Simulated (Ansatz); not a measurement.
An input for Ansatz 0.2.0 (Al2InN3 (Cmc2_1)):

```yaml
crystal:
  lattice:
    - [4.8800190524, -2.8055151375, 0.0]
    - [4.8800190524, 2.8055151375, 0.0]
    - [0.0, 0.0, 5.1994618]
  atoms:
    - { symbol: Al, position: [0.00854286, 0.33490025, 0.99162672] }
    - { symbol: Al, position: [0.66509975, 0.99145714, 0.99162672] }
    - { symbol: Al, position: [0.99145714, 0.66509975, 0.49162672] }
    - { symbol: Al, position: [0.33490025, 0.00854286, 0.49162672] }
    - { symbol: In, position: [0.32191553, 0.67808447, 0.98638376] }
    - { symbol: In, position: [0.67808447, 0.32191553, 0.48638376] }
    - { symbol: "N", position: [0.03698256, 0.33358057, 0.35579997] }
    - { symbol: "N", position: [0.66641943, 0.96301744, 0.35579997] }
    - { symbol: "N", position: [0.96301744, 0.66641943, 0.85579997] }
    - { symbol: "N", position: [0.33358057, 0.03698256, 0.85579997] }
    - { symbol: "N", position: [0.29809134, 0.70190866, 0.40676283] }
    - { symbol: "N", position: [0.70190866, 0.29809134, 0.90676283] }
kpoints:
  mp_grid: { grid: [6, 6, 4] }
hamiltonian:
  xc: pbe
  pseudopotentials: { kind: paw, azcp: { folder: soft_1 } }
scf:
  occupations: { method: fixed }
gw:
  n_empty_bands: 128
  ecut_chi: 54
  qp_bands: [v4, c4]
  qp_kpoints: band_edges
  screening: { model: contour_deformation }
```

```sh
ansatz run input.yaml --threads 2 --pin off --max-ram 92160MiB --backend cuda --events-out ev --progress --plain --runs-dir out --devices 1 --max-vram 13GiB
```

Estimate wall time and host memory on 1 × NVIDIA H100 80GB HBM3 (shared by 6 runs) with 2 threads of AMD EPYC 7R13 (Zen 3), shared host.

It took 98 s; on shared hardware allow 49 s to 3.3 min. Peak host memory was 1.5 GiB. The sizes that set the cost: 2793 plane waves a state, 39 irreducible k points, 162 bands summed, 133 plane waves in the screening and 9 SCF cycles.

The screening grows as filled bands × empty bands × pairs of k points, times the square of the screening basis for the matrix.

[Paths, hosts, dates, memory and timing lines, banners, echoed tables and standing remarks are left out of the program output.]

[Logs are printed without paths, hosts, clocks, repeated set-up lines and the standing remarks that a program may print on its own settings, such as how far it seeks lower states.]

[Runs of the session that timed out or met a known fault of the program may be left out.]

[Cells called generated may have been cut or substituted from an entry of the Crystallography Open Database or the Materials Project.]

[Hosts, paths, dates, database ids (printed as entryN), source tags and the programs' standing remarks are cut or masked in the printed files.]
